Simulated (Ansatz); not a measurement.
## ZrInGa in the AlB2 type: lattice stability ahead of a resistivity run

The plan: relax ZrInGa in the AlB2 type, check its phonons, and, if the lattice is stable, compute its Eliashberg function and ρ(T).

Method: DFT PBE, scalar-relativistic, plane waves, PAW; PAW set soft_1, in Ansatz 0.2.0.

This is a report of a sequence of runs, with most program output left out.

The structure was built from a prototype and need not be the compound's stable phase.

**1. The structure**

Symmetry: P-6m2, No. 187, hexagonal system. The conventional cell has a = 4.232 Å, b = 4.232 Å, c = 4.444 Å, α = 90.00°, β = 90.00°, γ = 120.00°. Nearest to Zr lie 6 Ga at 3.30 Å and 6 In at 3.30 Å. Ga has 3 In at 2.44 Å and 6 Zr at 3.30 Å nearest. Nearest to In lie 3 Ga at 2.44 Å and 6 Zr at 3.30 Å. Farther neighbours are not listed.

As a file:

```cif
data_structure
_symmetry_space_group_name_H-M 'P 1'
_symmetry_Int_Tables_number 1
_cell_length_a 4.2325
_cell_length_b 4.2325
_cell_length_c 4.4441
_cell_angle_alpha 90.000
_cell_angle_beta 90.000
_cell_angle_gamma 120.000
_cell_volume 68.94
loop_
_atom_site_label
_atom_site_type_symbol
_atom_site_fract_x
_atom_site_fract_y
_atom_site_fract_z
_atom_site_occupancy
Zr1 Zr 0.00000 0.00000 0.00000 1
Ga2 Ga 0.33333 0.66667 0.50000 1
In3 In 0.66667 0.33333 0.50000 1
```

**2. Relaxing cell and atoms**

The structure is brought to rest under this functional.

Input file input.yaml:

```yaml
crystal:
  lattice:
    - [4.23247, 0.0, 0.0]
    - [-2.11623, 3.66542, 0.0]
    - [0.0, 0.0, 4.44409]
  atoms:
    - { symbol: Zr, position: [0.0, 0.0, 0.0] }
    - { symbol: Ga, position: [0.33333333, 0.66666667, 0.5] }
    - { symbol: In, position: [0.66666667, 0.33333333, 0.5] }
kpoints:
  mp_grid: { grid: [9, 9, 8] }
hamiltonian:
  xc: pbe
  pseudopotentials: { kind: paw, azcp: { folder: soft_1 } }
scf:
  occupations: { method: gaussian, width: 0.1 }
output:
  forces: true
  stress: true
  eigenvalues: true
relax:
  adjacent_minimum: "off"
  f_tol: 0.005
  max_steps: 80
  cell: { stress_tol: 0.05 }
```

The run is started by

```bash
> ansatz run input.yaml --threads 4 --pin off --max-ram 12288MiB --backend cpu --events-out ev --progress --plain --runs-dir out
```

Elapsed: 44 s, on 4 threads of Arm Neoverse V1, shared host; peak memory 0.49 GiB; 2.8 min of CPU time.

The steps of the relaxation:

```csv
step,energy less that of the first step (eV),largest force component (eV/Å),pressure (GPa),volume (Å³)
1,0.0000,0.0000,-2.32,68.94
2,-0.3290,0.0000,-2.32,67.06
3,-0.5657,0.0000,-1.09,64.61
4,-0.7080,0.0000,0.19,62.52
5,-0.7602,0.0000,0.82,61.37
6,-0.7830,0.0000,-0.24,61.74
7,-0.8239,0.0000,0.95,60.67
8,-0.8494,0.0000,-0.62,61.59
9,-0.8536,0.0000,-0.39,61.37
10,-0.8574,0.0000,-0.01,61.08
11*,-0.8583,0.0000,0.04,61.08
```

Relaxation steps marked * repeat the geometry before them on a plane-wave basis chosen anew for their cell, so energy and pressure can jump there.

The run keeps the 12 symmetry operations that it works with, so distortions that break them were not tested.

```csv
cell as run,before,after,change
a (Å),4.232,4.706,+11.2 %
b (Å),4.232,4.706,+11.2 %
c (Å),4.444,3.185,-28.3 %
volume (Å³/atom),22.98,20.36,-11.4 %
```

Final coordinates:

```xyz
3
Lattice="4.7055 0.0000 0.0000 -2.3528 4.0751 0.0000 0.0000 0.0000 3.1853" Properties=species:S:1:pos:R:3 pbc="T T T"
Zr    0.0000    0.0000    0.0000
Ga    0.0000    2.7167    1.5927
In    2.3528    1.3584    1.5927
```

Numbers from this step:

* pressure: 0.03832 GPa
* volume per atom: 20.36 Å³/atom
* metallic on mesh: yes
* gap on the k-mesh: 0 eV

The largest force is now zero by symmetry and the largest stress component 0.049 GPa.

**3. Relaxing cell and atoms**

The relaxation is repeated from the new cell as a check.

input.yaml, the sections that differ from step 2:

```yaml
crystal:
  lattice:
    - [4.7055356461, -3.2094e-06, 0.0]
    - [-2.3527650436, 4.0751150126, 0.0]
    - [0.0, 0.0, 3.1853178482]
  atoms:
    - { symbol: Zr, position: [0.0, 0.0, 0.0] }
    - { symbol: Ga, position: [0.3333333333, 0.6666666667, 0.5] }
    - { symbol: In, position: [0.6666666667, 0.3333333333, 0.5] }
kpoints:
  mp_grid: { grid: [9, 9, 10] }
# hamiltonian, scf, output, relax: as in step 2
```

The job ended after 17 s (4 threads; peak memory 0.48 GiB).

Step by step:

```csv
step,energy less that of the first step (eV),largest force component (eV/Å),pressure (GPa),volume (Å³)
1,0.0000,0.0000,0.05,61.08
2,-0.0004,0.0000,-0.20,61.26
3,-0.0004,0.0000,0.13,61.03
4,-0.0005,0.0000,0.00,61.12
5,-0.0005,0.0000,0.00,61.12
```

The log counts 1 steps on a newly chosen plane-wave basis, not all of them marked here; energy and pressure can jump at such steps.

```csv
"conventional cell, symmetrised",before,after,change
a (Å),4.706,4.695,-0.2 %
b (Å),4.706,4.695,-0.2 %
c (Å),3.185,3.202,+0.5 %
volume (Å³/atom),20.36,20.37,+0.1 %
```

The relaxed structure:

```xyz
3
Lattice="4.6948 0.0000 0.0000 -2.3474 4.0658 0.0000 0.0000 0.0000 3.2021" Properties=species:S:1:pos:R:3 pbc="T T T"
Zr    0.0000    0.0000    0.0000
Ga    0.0000    2.7105    1.6011
In    2.3474    1.3553    1.6011
```

This step gave:

```
pressure        : -0.001044 GPa
volume per atom : 20.37 Å³/atom
```

The largest force is now zero by symmetry and the largest stress component 0.0011 GPa.

**4. Tight relaxation**

No force is left; the cell is relaxed once more with another smearing and tight thresholds.

input.yaml, the sections that differ from step 3:

```yaml
crystal:
  lattice:
    - [4.6947956723, -3.2021e-06, 0.0]
    - [-2.3473950631, 4.0658139189, 0.0]
    - [0.0, 0.0, 3.2021317845]
  atoms:
    - { symbol: Zr, position: [0.0, 0.0, 0.0] }
    - { symbol: Ga, position: [0.3333333333, 0.6666666667, 0.5] }
    - { symbol: In, position: [0.6666666667, 0.3333333333, 0.5] }
kpoints:
  mp_grid: { grid: [6, 6, 8] }
scf:
  occupations: { method: methfessel_paxton, width: 0.2 }
relax:
  adjacent_minimum: "off"
  f_tol: 0.001
  max_steps: 60
  cell: { stress_tol: 0.01 }
# hamiltonian, output: as in step 3
```

The job ended after 9.3 s (4 threads; peak memory 0.44 GiB; 35 s of CPU time).

Relaxation path:

```csv
step,energy less that of the first step (eV),largest force component (eV/Å),pressure (GPa),volume (Å³)
1,0.0000,0.0000,0.06,61.12
2,-0.0017,0.0000,0.28,60.98
3,-0.0014,0.0000,-0.40,61.46
4,-0.0019,0.0000,0.00,61.17
5,-0.0019,0.0000,0.00,61.17
```

The log counts 1 steps on a newly chosen plane-wave basis, not all of them marked here; energy and pressure can jump at such steps. Relaxation step 3 was tried and not accepted.

```csv
"conventional cell, symmetrised",before,after,change
a (Å),4.695,4.720,+0.5 %
b (Å),4.695,4.720,+0.5 %
c (Å),3.202,3.171,-1.0 %
volume (Å³/atom),20.37,20.39,+0.1 %
```

Final coordinates:

```
Zr Ga In
1.0
     4.71981    0.00000    0.00000
    -2.35990    4.08748    0.00000
     0.00000    0.00000    3.17085
Zr Ga In
1 1 1
Direct
  0.00000 0.00000 0.00000
  0.33333 0.66667 0.50000
  0.66667 0.33333 0.50000
```

Numbers from this step:

```
pressure        : -2.02e-4 GPa
volume per atom : 20.39 Å³/atom
```

The largest force is now zero by symmetry and the largest stress component 0.0024 GPa, small enough for phonons.

**5. Phonons by linear response: q 2×2×2, k 4×4×6**

Before any scattering is computed, the phonons show whether the structure is a minimum.

Input file input.yaml:

```yaml
crystal:
  lattice:
    - [4.7198135147, -3.2191e-06, 0.0]
    - [-2.3599039695, 4.0874800145, 0.0]
    - [0.0, 0.0, 3.1708534336]
  atoms:
    - { symbol: Zr, position: [0.0, 0.0, 0.0] }
    - { symbol: Ga, position: [0.3333333333, 0.6666666667, 0.5] }
    - { symbol: In, position: [0.6666666667, 0.3333333333, 0.5] }
kpoints:
  mp_grid: { grid: [4, 4, 6] }
hamiltonian:
  xc: pbe
  pseudopotentials: { kind: paw, azcp: { folder: soft_1 } }
scf:
  occupations: { method: methfessel_paxton, width: 0.2 }
output:
  eigenvalues: true
phonons:
  method: dfpt
  qmesh: [2, 2, 2]
  temperatures: { t_max: 1000, t_step: 50 }
  qpath:
    path:
      - [[0.0, 0.0, 0.0], [0.5, 0.0, 0.0], [0.33333333, 0.33333333, 0.0], [0.0, 0.0, 0.0], [0.0, 0.0, 0.5], [0.5, 0.0, 0.5], [0.33333333, 0.33333333, 0.5], [0.0, 0.0, 0.5]]
      - [[0.5, 0.0, 0.5], [0.5, 0.0, 0.0]]
      - [[0.33333333, 0.33333333, 0.5], [0.33333333, 0.33333333, 0.0]]
    npoints: 10
```

It took 50 s on 4 threads; peak memory 0.59 GiB.

Numbers from this step:

| Item | Value |
| --- | --- |
| share of imaginary modes in the plain interpolation between solved wavevectors | 0.0974 |
| highest frequency, solved or plainly interpolated | 217.4 cm⁻¹ |

Solved on the 2×2×2 mesh alone; all other wavevectors are interpolated. Phonon branches along the path, in cm⁻¹:

```csv
point,branch 1,branch 2,branch 3,branch 4,branch 5,branch 6,branch 7,branch 8,branch 9
Γ,-24,0,0,0,119,140,140,178,178
halfway,-45,21,49,67,107,110,122,179,193
M,-62,39,60,66,72,125,126,164,202
halfway,-62,41,48,60,67,127,137,166,198
K,-60,31,44,48,68,128,154,162,193
halfway,-50,27,54,70,97,109,123,181,192
Γ,-24,0,0,0,119,140,140,178,178
halfway,37,67,67,86,131,143,143,178,178
A,57,97,97,128,136,144,144,180,180
halfway,34,85,87,96,136,157,163,184,186
L,-71,74,77,112,127,155,166,192,203
halfway,-65,54,69,124,131,157,165,178,212
H,-55,7,63,134,137,158,164,166,217
halfway,23,74,81,103,135,163,164,175,196
A,57,97,97,128,136,144,144,180,180
jump to L,-71,74,77,112,127,155,166,192,203
halfway,-57,46,60,95,108,140,147,183,199
M,-62,39,60,66,72,125,126,164,202
jump to H,-55,7,63,134,137,158,164,166,217
halfway,-58,-30,49,88,130,151,157,159,203
K,-60,31,44,48,68,128,154,162,193
```

Lowest modes at the softest wavevector of the mesh. The modes at q = (0.500, 0.000, 0.500) (shares of kinetic energy by element, %) (negative means imaginary):

```csv
mode,frequency (cm⁻¹),Zr %,Ga %,In %
1,-71.1,47,41,13
2,73.9,12,50,38
3,77.0,0,41,59
4,111.6,9,16,76
5,127.3,100,0,0
6,154.8,33,64,3
```

Displacements in mode 1 (-71.1 cm⁻¹), the largest set to 1, in the home cell:
```
Zr1 -0.81 -0.47  0.00
Ga2  0.00  0.00 -1.00
In3  0.00  0.00 -0.43
```

Displacements in mode 6 (154.8 cm⁻¹), the largest set to 1, in the home cell:
```
Zr1  0.00  0.00 -0.72
Ga2 -1.00 -0.58  0.00
In3 -0.16 -0.09  0.00
```

Among the solved wavevectors the lowest mode, translations apart, is -71.1 cm⁻¹, imaginary.

**6. Lattice stability: q 3×3×2, k 6×6×8**

An imaginary mode on so few k-points may come from the sampling, so the phonons are repeated with another q and k mesh.

input.yaml: that of step 5 with these lines changed.

```diff
@@ -10,3 +10,3 @@
 kpoints:
-  mp_grid: { grid: [4, 4, 6] }
+  mp_grid: { grid: [6, 6, 8] }
 hamiltonian:
@@ -20,3 +20,3 @@
   method: dfpt
-  qmesh: [2, 2, 2]
+  qmesh: [3, 3, 2]
   temperatures: { t_max: 1000, t_step: 50 }
```

Wall time 4.1 min (4 threads); peak memory 1 GiB; 15 min of CPU time.

This step gave:

| Property | Result |
| --- | --- |
| share of imaginary modes in the plain interpolation between solved wavevectors | 0.1304 |
| highest frequency, solved or plainly interpolated | 219.1 cm⁻¹ |

Solved on the 3×3×2 mesh alone; all other wavevectors are interpolated. Phonon branches along the path, in cm⁻¹:

```csv
point,branch 1,branch 2,branch 3,branch 4,branch 5,branch 6,branch 7,branch 8,branch 9
Γ,0,0,0,17,118,131,131,179,179
halfway,-61,23,31,50,97,109,123,180,192
M,-84,31,40,66,67,124,127,162,201
halfway,-78,24,43,54,67,126,135,163,198
K,-71,8,41,45,67,126,152,160,194
halfway,-67,23,34,54,89,109,124,180,193
Γ,0,0,0,17,118,131,131,179,179
halfway,52,66,66,102,135,135,159,183,183
A,71,94,94,138,139,139,187,187,196
halfway,56,85,95,100,126,166,173,189,197
L,-57,77,90,107,114,155,171,192,204
halfway,-56,56,68,123,127,158,167,179,214
H,-48,-31,62,129,140,162,163,167,219
halfway,49,80,82,106,128,166,176,179,203
A,71,94,94,138,139,139,187,187,196
jump to L,-57,77,90,107,114,155,171,192,204
halfway,-58,8,70,83,113,139,146,183,198
M,-84,31,40,66,67,124,127,162,201
jump to H,-48,-31,62,129,140,162,163,167,219
halfway,-61,-47,52,89,129,152,155,159,204
K,-71,8,41,45,67,126,152,160,194
```

Lowest modes at the softest wavevector of the mesh. Modes at q = (0.333, -0.333, 0.000), with each element's share of the kinetic energy (negative means imaginary):

```csv
mode,frequency (cm⁻¹),Zr %,Ga %,In %
1,-74.5,66,6,27
2,30.1,84,0,16
3,36.1,1,88,11
4,59.3,10,10,79
5,81.7,24,48,28
6,108.3,7,49,43
```

Displacements in mode 1 (-74.5 cm⁻¹), the largest set to 1, in the home cell (x, y, z of the real part, then of the imaginary part):
```
Zr1  0.58  1.00  0.00 -0.01 -0.01  0.00
Ga2  0.03  0.05  0.00 -0.20 -0.35  0.00
In3  0.33  0.57  0.00  0.03  0.05  0.00
```

Displacements in mode 6 (108.3 cm⁻¹), the largest set to 1, in the home cell (x, y, z of the real part, then of the imaginary part):
```
Zr1 -0.10  0.06  0.00  0.32 -0.19  0.00
Ga2  1.00 -0.58  0.00 -0.07  0.04  0.00
In3  0.72 -0.41  0.00  0.15 -0.08  0.00
```

The modes has structure finer than the step of the table below, so its rows give means over 10 cm⁻¹, whole bins alone (the curve runs from -93.4 to 235 cm⁻¹). Peaks (cm⁻¹: height): Ga -56.2: 0.0087, 44.9: 0.0192, 69.7: 0.0224, 111.0: 0.0165, 181.1: 0.0326, 197.7: 0.0309; In -37.6: 0.006, 67.6: 0.0240, 94.5: 0.0178, 111.0: 0.0249, 166.7: 0.0180, 181.1: 0.0248, 197.7: 0.0279; Zr -56.2: 0.0134, 127.5: 0.0412, 144.0: 0.0205, 154.3: 0.0206, 197.7: 0.0120.

Phonopy on the run's constants, 13x13x17 mesh, Gaussian sigma 2.3 cm⁻¹. Table of modes by wavenumber; means over each step; values in 1/cm⁻¹/cell:

```csv
wavenumber (cm⁻¹),Ga,In,Zr
-80,2.1e-4,0.00155,0.00451
-70,0.00114,0.00309,0.00861
-60,0.00545,0.00369,0.0102
-50,0.00664,0.00449,0.0111
-40,0.00435,0.00511,0.0110
-30,0.00246,0.00327,0.00654
-20,0.00273,0.00323,0.00741
-10,0.00227,0.00271,0.00518
0,2.2e-4,3.0e-4,3.2e-4
10,6.5e-4,8.9e-4,0.00147
20,0.00287,0.00243,0.00481
30,0.00621,0.00370,0.00555
40,0.0139,0.00636,0.00431
50,0.0171,0.0102,0.00459
60,0.0191,0.0178,0.00576
70,0.0206,0.0230,0.00629
80,0.0150,0.0204,0.00749
90,0.00965,0.0147,0.00735
100,0.00879,0.0164,0.00870
110,0.0145,0.0217,0.0163
120,0.0121,0.0155,0.0254
130,0.00837,0.0117,0.0336
140,0.00647,0.00832,0.0189
150,0.00883,0.00784,0.0164
160,0.0144,0.0125,0.0191
170,0.0176,0.0149,0.0151
180,0.0275,0.0206,0.00974
190,0.0242,0.0194,0.00796
200,0.0215,0.0194,0.0104
210,0.00448,0.00410,0.00497
220,6.5e-4,6.2e-4,8.8e-4
```

No LO-TO term; unit eigenvectors of the mass-weighted matrix. Modes at Γ, with each element's share of the kinetic energy:

```csv
mode,frequency (cm⁻¹),symmetry,Zr %,Ga %,In %
1,0.0,unnamed,33,25,42
2,0.0,unnamed,33,25,42
3,0.0,unnamed,33,25,42
4,16.8,A2'',1,69,30
5,118.1,A2'',66,6,29
6,130.7,E',66,21,13
7,130.7,E',66,21,13
8,179.3,E',1,53,45
9,179.3,E',1,53,45
```

Displacements in mode 4 (16.8 cm⁻¹), the largest set to 1:
```
Zr1  0.00  0.00 -0.12
Ga2  0.00  0.00  1.00
In3  0.00  0.00 -0.51
```

Displacements in mode 8 (179.3 cm⁻¹), the largest set to 1:
```
Zr1  0.14  0.00  0.00
Ga2  1.00  0.00  0.00
In3 -0.72  0.00  0.00
```

Among the solved wavevectors the lowest mode, translations apart, is -74.5 cm⁻¹, imaginary.

**7. Electron–phonon run: q 3×3×2, k 6×6×8, scattering 8×8×12**

Phonons, couplings and the Boltzmann equation in one run.

input.yaml: that of step 6 with these lines changed.

```diff
@@ -28 +28,4 @@
     npoints: 10
+  electrical_resistivity:
+    mesh: [8, 8, 12]
+    temperatures: [20.0, 50.0, 77.0, 100.0, 150.0, 200.0, 300.0, 400.0, 600.0, 800.0]
```

Elapsed: 5.1 min, on 4 threads; peak memory 1 GiB.

The run ended with an error.

The program's message: “electrical resistivity: the mode of lowest frequency at the wavevector [0.0000, -0.5000, 0.0000] is imaginary, -83.80 cm⁻¹ (written negative): the force constants describe an unstable lattice; relax t …”

The run stops because a mode is imaginary on the scattering mesh, where no scattering rate is defined; denser k meshes, other smearings and, between solved wavevectors, finer q meshes show whether the instability is real.

**8. Summary of results**

```
phonon run of the rows without a label of their own : PBE, q 3×3×2, k 6×6×8
softest mode on the q mesh                          : -74.5 cm⁻¹ at q = (0.333, -0.333, 0)
highest frequency, solved or plainly interpolated   : 219 cm⁻¹
```

The lattice is dynamically unstable at this level: a mode at q = (0.333, -0.333, 0) is imaginary, 74.5i cm⁻¹, so no harmonic coupling constant or resistivity is defined for this structure. These meshes are coarse, and single modes of a metal can move by tens of cm⁻¹ with the k mesh. The coarser mesh found an imaginary mode at another wavevector, which this mesh lacks. The phonon runs are not spin-polarised. The structure was built by hand as an ordered model, and its stability against other phases was not tested.

[Logs are printed without paths, hosts, clocks, repeated set-up lines and the standing remarks that a program may print on its own settings, such as how far it seeks lower states.]

[Hosts, paths, dates, database ids (printed as entryN), source tags and the programs' standing remarks are cut or masked in the printed files.]
